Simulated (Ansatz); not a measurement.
# Ag_Si in SiC (P6_3mc): charge-transition levels and formation energies

Charge states of Ag_Si in SiC (P6_3mc), set against the band edges. Model: a cell of 108 host atoms with 1 Si taken out and 1 Ag put in.

Program: Ansatz 0.2.0. Level of theory: place-levels on r2SCAN runs: charge-transition levels and formation energies with image-charge correction and potential alignment at the atomic sites; PAW set soft_1. Results are calculated unless marked as measured.

**Measured values to reproduce.**

For SiC, 6H (bulk crystal, literature), “Charge spill-out and work function of few-layer graphene on SiC(0001)” (2018, arxiv:1806.04908) quotes earlier work: band gap (indirect gap, experimental literature value) 3.03 eV [Literature value cited in passing in the theory part; temperature and measurement method …].

Most raw output is cut from this account.

## 1. Set-up

The cell holds 108 atoms: 53 Si, 54 C and 1 Ag. Its edges and angles: a = 9.236 Å, b = 9.236 Å, c = 15.108 Å, α = 90.0°, β = 90.0°, γ = 120.0°. It derives from SiC (space group P6_3mc). Nearest the centre at fractional (0.667, 0.667, 0.500): Ag101 at 0.00 Å, C71 at 1.89 Å, C107 at 1.89 Å, C59 at 1.89 Å, C104 at 1.89 Å, Si77 at 3.08 Å, Si53 at 3.08 Å, Si5 at 3.08 Å.

The host's dielectric constants go in as inputs: (7.09, 7.09, 7.35) for the electrons alone, (10.43, 10.43, 10.95) with the ions, computed on the host (DFPT, PBEsol, on the r2SCAN cell), and a cell off the functional's own equilibrium shifts the ionic part.

The cell's shortest repeat is 9.2 Å.

## 2. What was run first

Levels follow from differences of total energies between charge states, each relaxed by itself.

Each atom starts 0.05 Å or so off its site in a random direction: a symmetric start keeps its symmetry, and would miss off-centre moves and Jahn–Teller distortions. Forces are taken at one point at (¼, ¼, ¼). The cell holds 1 electron more than the neutral one, with a uniform background that keeps it neutral on the whole.

The sampling was tested on the host first: at the k-points planned (1x1x1 shifted 0.25 0.25 0.25) its energy lies -0.041 eV an atom from the dense-mesh value, a large miss, so this sampling is coarse for the host.

One of the inputs; charge, spin and start change from state to state.

File qm1.relax/input.yaml:

```yaml
crystal:
  lattice:
    - [9.23599493, 0.0, 0.0]
    - [-4.61799746, 7.99860624, 0.0]
    - [0.0, 0.0, 15.1078644]
  atoms:
    - { symbol: Si, position: [0.11111111, 0.22222222, 0.8329854] }
    - { symbol: Si, position: [0.22222222, 0.11111111, 0.3329854] }
[... 2 atom lines left out ...]
    - { symbol: Si, position: [0.0, 0.0, 0.49972248] }
[... 17 atom lines left out ...]
    - { symbol: C, position: [0.22222222, 0.44444444, 0.54152848] }
[... 5 atom lines left out ...]
    - { symbol: Si, position: [0.0, 0.66666667, 0.49972248] }
[... 20 atom lines left out ...]
    - { symbol: Si, position: [0.55555556, 0.44444444, 0.3329854] }
    - { symbol: Si, position: [0.55555556, 0.44444444, 0.66650102] }
[... 1 atom line left out ...]
    - { symbol: Si, position: [0.33333333, 0.33333333, 0.49972248] }
[... 5 atom lines left out ...]
    - { symbol: C, position: [0.55555556, 0.44444444, 0.54152848] }
[... 2 atom lines left out ...]
    - { symbol: Si, position: [0.55555556, 0.77777778, 0.3329854] }
    - { symbol: Si, position: [0.55555556, 0.77777778, 0.66650102] }
[... 1 atom line left out ...]
    - { symbol: Si, position: [0.33333333, 0.66666667, 0.49972248] }
[... 5 atom lines left out ...]
    - { symbol: C, position: [0.55555556, 0.77777778, 0.54152848] }
[... 5 atom lines left out ...]
    - { symbol: Si, position: [0.66666667, 0.0, 0.49972248] }
[... 5 atom lines left out ...]
    - { symbol: C, position: [0.88888889, 0.11111111, 0.54152848] }
[... 5 atom lines left out ...]
    - { symbol: Si, position: [0.66666667, 0.33333333, 0.49972248] }
[... 5 atom lines left out ...]
    - { symbol: C, position: [0.88888889, 0.44444444, 0.54152848] }
[... 2 atom lines left out ...]
    - { symbol: Si, position: [0.88888889, 0.77777778, 0.3329854] }
    - { symbol: Si, position: [0.88888889, 0.77777778, 0.66650102] }
[... 1 atom line left out ...]
    - { symbol: Ag, position: [0.66666667, 0.66666667, 0.49972248] }
[... 2 atom lines left out ...]
    - { symbol: C, position: [0.66666667, 0.66666667, 0.37436694] }
[... 2 atom lines left out ...]
    - { symbol: C, position: [0.88888889, 0.77777778, 0.54152848] }
    - { symbol: C, position: [0.77777778, 0.88888889, 0.04152848] }
  host:
    repeats: [3, 3, 1]
    atoms:
      - { symbol: Si, position: [0.33333333, 0.66666667, 0.8329854] }
      - { symbol: Si, position: [0.66666667, 0.33333333, 0.3329854] }
      # ... 10 more atoms of the perfect host
total_charge: -1
basis:
  ecutwfc: 500
  xc_grid: 2
hamiltonian:
  xc: r2scan
  pseudopotentials: { kind: paw, azcp: { folder: soft_1 } }
kpoints:
  mp_grid: { grid: [1, 1, 1], shift: [0.25, 0.25, 0.25] }
scf:
  occupations: { method: fixed }
  max_iter: 80
output:
  forces: true
  charged_corrections:
    epsilon: [7.09, 7.09, 7.35]
    static_epsilon: [10.43, 10.43, 10.95]
    defect_position: [0.666667, 0.666667, 0.499722]
relax:
  f_tol: 0.02
  max_steps: 80
  random_displacement: { amplitude: 0.05, seed: 9252 }
checkpoint:
  write: "../qm1.relax.run"
  compress: false
  write_wavefunctions: true
  write_every: 100000
```

The run is started by

```
> ansatz run input.yaml --threads 8 --pin off --max-ram 15073MiB --backend cpu --events-out ev --progress --plain --runs-dir out
```

The relaxed structure is kept and the sampling changed to a 2×2×2 shifted mesh.

The run of this state that the levels use, under r2SCAN:

File qm1.point/input.yaml:

```yaml
crystal:
  checkpoint: "../qm1.relax.run"
  host: checkpoint
total_charge: -1
basis:
  ecutwfc: 500
  xc_grid: 2
hamiltonian:
  xc: r2scan
  pseudopotentials: { kind: paw, azcp: { folder: soft_1 } }
kpoints:
  mp_grid: { grid: [2, 2, 2], shift: [0.5, 0.5, 0.5] }
scf:
  occupations: { method: fermi_dirac, width: 0.01 }
  max_iter: 80
output:
  forces: true
  eigenvalues: true
  charged_corrections:
    epsilon: [7.09, 7.09, 7.35]
    static_epsilon: [10.43, 10.43, 10.95]
    defect_position: [0.666667, 0.666667, 0.499722]
  eigenstates: { localisation: true }
  populations: true
  band_densities: [{ bands: [v1, v1] }, { bands: [c1, c1] }]
  write_density: true
  write_potential: true
  volumetric_format: npy
checkpoint:
  read: "../qm1.relax.run"
  write: "../qm1.point.run"
  compress: false
  write_wavefunctions: false
  write_every: 100000
```

Relaxations under r2SCAN at one point at (¼, ¼, ¼); times on 8 threads of Arm Neoverse V2, shared host:

```tsv
charge	moment (μB)	occupations	outcome	steps	largest displacement against the far atoms (Å)	time
−1	0	fixed	converged	8	0.26	2.3 min
0	1	fixed	converged	6	0.25	3.9 min
+1	0	fixed	converged	8	0.25	2.2 min
−1	2	fixed	converged	7	0.25	4.1 min
+1	2	fixed	converged	5	0.24	3.2 min
```

Single points under r2SCAN at a 2×2×2 shifted mesh; times on 8 threads of Arm Neoverse V2, shared host:

```tsv
charge	moment (μB)	occupations	outcome	time
−1	0	fermi-dirac	converged	1.8 min
0	1	fermi-dirac	converged	3.8 min
+1	0	fermi-dirac	converged	1.8 min
−1	2	fermi-dirac	converged	4.1 min
+1	2	fermi-dirac	converged	3.9 min
```

Distances (Å) from Ag101 to the nearest atoms after relaxation with r2SCAN:

```tsv
charge	moment (μB)	1.	2.	3.	4.	5.	6.
−1	0	C 2.10	C 2.12	C 2.13	C 2.13	Si 3.03	Si 3.05
−1	2	C 2.11	C 2.11	C 2.14	C 2.15	Si 3.04	Si 3.05
0	1	C 2.11	C 2.12	C 2.13	C 2.13	Si 3.07	Si 3.08
+1	0	C 2.10	C 2.11	C 2.12	C 2.14	Si 3.05	Si 3.07
+1	2	C 2.11	C 2.12	C 2.12	C 2.13	Si 3.09	Si 3.09
```

## 3. Placing the levels, r2SCAN

A charged cell interacts with its images and the background, and its potential has another zero than the host's. place-levels removes the first by a point-charge model, screened by the static dielectric constant since the ions have relaxed around the charge, and the second by comparing potentials at atoms far from the defect.

The host is a run of the defect-free crystal in the same cutoffs, grids and k-points, so that basis and sampling errors cancel in part in the differences. The host is run in a cell of 12 atoms on a matching mesh. Its band edges are searched through the zone by a band path, so the gap is smaller than, or equal to, that on the mesh. Chemical potentials are energies per atom of Si (diamond) and Ag (fcc), run with the same functional and cutoff.

File levels.point.yaml:

```yaml
host:
  run: host.point.run
states: [qm1.point.run, q0_M1.point.run, qp1.point.run, qm1_M2.point.run, qp1_M2.point.run]
geometry_from:
  qm1.point.run: qm1.relax.run
  q0_M1.point.run: q0_M1.relax.run
  qp1.point.run: qp1.relax.run
  qm1_M2.point.run: qm1_M2.relax.run
  qp1_M2.point.run: qp1_M2.relax.run
  host.point.run: host.relax.run
chemical_potentials:
  Si:
    energy: -639.06578
    dataset: <sha256 of the dataset>
  Ag:
    energy: -7604.007073
    dataset: "<sha256 of the dataset>"
epsilon: [7.09, 7.09, 7.35]
static_epsilon: [10.43, 10.43, 10.95]
vertical:
  - { from: qm1.point.run, to: qm1.point_neutral.run }
  - { from: qp1.point.run, to: qp1.point_neutral.run }
  - { from: qm1_M2.point.run, to: qm1_M2.point_neutral.run }
  - { from: qp1_M2.point.run, to: qp1_M2.point_neutral.run }
```

The run is started by

```
> ansatz place-levels levels.point.yaml -- --threads 8 --pin off --max-ram 15073MiB
```

It took 0.72 s on 8 threads of Arm Neoverse V2, shared host.

Levels between the charges placed, in eV above the valence top:

```tsv
	gap (eV)	(+1/0)	(0/−1)
r2SCAN	2.37	0.32	1.05
```

Corrections by state:

```tsv
charge	moment (μB)	image terms and alignment (eV)	band filling (eV)	ε used	over the lowest of its charge, as the program ranks them, band filling apart (eV)
+1	2.0	0.277	-	principal values (10.43, 10.43, 10.95)	0.000
0	1.0	0.000	-	-	0.000
−1	2.0	0.016	-	principal values (10.43, 10.43, 10.95)	0.000
+1	0.0	0.271	-	principal values (10.43, 10.43, 10.95)	0.088
−1	0.0	0.046	-	principal values (10.43, 10.43, 10.95)	0.233
```

The charged structures listed were also run neutral, and place-levels reads from each pair, by the potential or the spins, how wide the charge is by which they differ; that can be the carrier of either run.

```tsv
charge	rms radius (Å)	spread where it is widest against the cell (Å)	wide from (Å)	reading
+1	2.7	1.66	1.39	wide
−1	2.5	1.47	1.39	wide
```

The neutral runs of these pairs need not share the spin of the lowest neutral state, and very wide values only mean spread over the cell.

From the program's caveats on the states, each cut to its opening words:

- charge +1 (2 μB), +1: it parts from the run at its places by a charge that spreads by about 1.7 Å along one vector (1.4 Å or more is wide), by its potential at epsilon [7.09, 7.09, [...]
- charge +1 (2 μB): the host's ions (past the first shell or, of a walk that freed a part, those that it held) aren't shown at rest: they stand up to 0.061 Å off their sites, 1.88 [...]
- charge +1 (2 μB), 0 (1 μB), −1 (2 μB): flagged: stability check not made
- charge −1 (2 μB): it parts from the run at its places by a charge that spreads by about 1.5 Å along one vector (1.4 Å or more is wide), by its potential at epsilon [7.09, 7.09, [...]
- charge −1 (2 μB): the host's ions (past the first shell or, of a walk that freed a part, those that it held) aren't shown at rest: they stand up to 0.039 Å off their sites, 0.59 [...]
- charge −1 (2 μB): its sublattices stand up to 0.0084 Å off the host's, which by the two runs' forces adds about +0.01 eV to its energy against the host's, and moves the band [...]
- charge +1: the host's ions (past the first shell or, of a walk that freed a part, those that it held) aren't shown at rest: they stand up to 0.063 Å off their sites, 1.50 [...]
- charge −1: the host's ions (past the first shell or, of a walk that freed a part, those that it held) aren't shown at rest: they stand up to 0.069 Å off their sites, 0.83 [...]

The host's formation energy from the elements is -0.356 eV per atom; it sets how far the chemical potentials can move.

Limit set by the element alone; other compounds of these elements are not counted. Chemical potentials from the elements' reference states: C 0.00 eV, Si -0.71 eV, Ag 0.00 eV. Formation energies (C-rich), with the Fermi level at the valence top and at the conduction bottom (gap 2.37 eV):

```tsv
charge	at valence top (eV)	at conduction bottom (eV)	correction included (eV)
+1	5.96	8.32	0.28
0	6.27	6.27	0.00
−1	7.32	4.95	0.02
```

```
Fermi level (eV)  lowest formation energy (eV)
            0.00                          5.96
            0.22                          6.17
            0.43                          6.27
            0.65                          6.27
            0.86                          6.27
            1.08                          6.25
            1.29                          6.03
            1.51                          5.81
            1.72                          5.60
            1.94                          5.38
            2.15                          5.17
            2.37                          4.95
```

Limit set by the element alone; other compounds of these elements are not counted. Chemical potentials from the elements' reference states: Si 0.00 eV, C -0.71 eV, Ag 0.00 eV. Formation energy by charge state (Si-rich; gap 2.37 eV):

```tsv
charge	at valence top (eV)	at conduction bottom (eV)	correction included (eV)
+1	6.67	9.04	0.28
0	6.99	6.99	0.00
−1	8.03	5.67	0.02
```

```csv
Fermi level (eV),lowest formation energy (eV)
0.00,6.67
0.22,6.88
0.43,6.99
0.65,6.99
0.86,6.99
1.08,6.96
1.29,6.74
1.51,6.53
1.72,6.31
1.94,6.10
2.15,5.88
2.37,5.67
```

## 4. Effect of the sampling

The relaxations' own energies give the levels at their sampling, for comparison.

File levels.relax_mesh.yaml:

```yaml
host:
  run: host.relax.run
states: [qm1.relax.run, q0_M1.relax.run, qp1.relax.run, qm1_M2.relax.run, qp1_M2.relax.run]
chemical_potentials:
  Si:
    energy: -639.06578
    dataset: <sha256 of the dataset>
  Ag:
    energy: -7604.007073
    dataset: "<sha256 of the dataset>"
```

The run is started by

```
> ansatz place-levels levels.relax_mesh.yaml -- --threads 8 --pin off --max-ram 15073MiB
```

The job ended after 0.19 s (8 threads).

Levels between neighbouring charges, in eV above the valence top:

```tsv
	gap (eV)	(+1/0)	(0/−1)
one point at (¼, ¼, ¼)	2.38	0.24	0.93
a 2×2×2 shifted mesh	2.37	0.32	1.05
```

Going from one point at (¼, ¼, ¼) to a 2×2×2 shifted mesh moves the levels that carry no band-filling term by up to 0.12 eV and formation energies against the elements by up to 0.42 eV.

## 5. What came out

| Property | Result |
| --- | --- |
| gap of the host | 2.37 eV (r2SCAN) |
| level (plus 1/0) | 0.32 eV above the valence top |
| level (0/minus 1) | 1.05 eV above the valence top |
| lowest of the charges placed, just above the valence top (0.02 eV) | +1 |
| lowest of the charges placed, just below the conduction bottom (0.02 eV) | −1 |
| lowest formation energy at mid-gap of the charges run, C-rich | 6.14 eV |
| lowest formation energy at mid-gap of the charges run, Si-rich | 6.85 eV |

What this shows: Of the charges placed (−1, 0 and +1), the lowest changes at 0.32 eV (+1/0) and 1.05 eV (0/−1) above the valence top, in a gap of 2.37 eV. Charges above +1 and below −1 were not placed, so these runs say nothing of levels that involve them. States placed: +1 at 2 μB and 0 μB; 0 at 1 μB; −1 at 2 μB and 0 μB. Other spin states or structures, where not listed, weren't placed. Ag is taken at its element; compounds, which aren't counted here, bound the chemical potentials and would shift these formation energies. Going from one point at (¼, ¼, ¼) to a 2×2×2 shifted mesh moves the levels that carry no band-filling term by up to 0.12 eV and formation energies against the elements by up to 0.42 eV. Limits: r2SCAN makes the gap too small and tends to spread out bound carriers; spin–orbit coupling, which can matter with heavy atoms, is left out; force components of up to 0.84 eV/Å remain in a run at the final settings.

Comparison with the measured values:

| quantity | measured | r2SCAN |
| --- | --- | --- |
| band gap (least gap of the host) (eV) | 3.03 | 2.37 (-0.66 eV) |

Measured values from arxiv:1806.04908 (2018).

Verdict: The band gap is off by -0.66 eV: a clear miss. Local and semilocal functionals usually give gaps below the measured ones. Zero-point and thermal motion shift the measured gap.

[Logs are printed without paths, hosts, clocks, repeated set-up lines and the standing remarks that a program may print on its own settings, such as how far it seeks lower states.]

[Hosts, paths, dates, database ids (printed as entryN), source tags and the programs' standing remarks are cut or masked in the printed files.]

[Where a table of states has a column of steps, it counts the stored structures, which are thinned; the runs took as many ionic steps or more.]

[A defect's name tells the site on which it was built; relaxed atoms can leave that site.]

[For some hosts the program warned that the k-mesh of the response run may be too coarse for force constants and the static dielectric constant; such warnings are not shown here.]
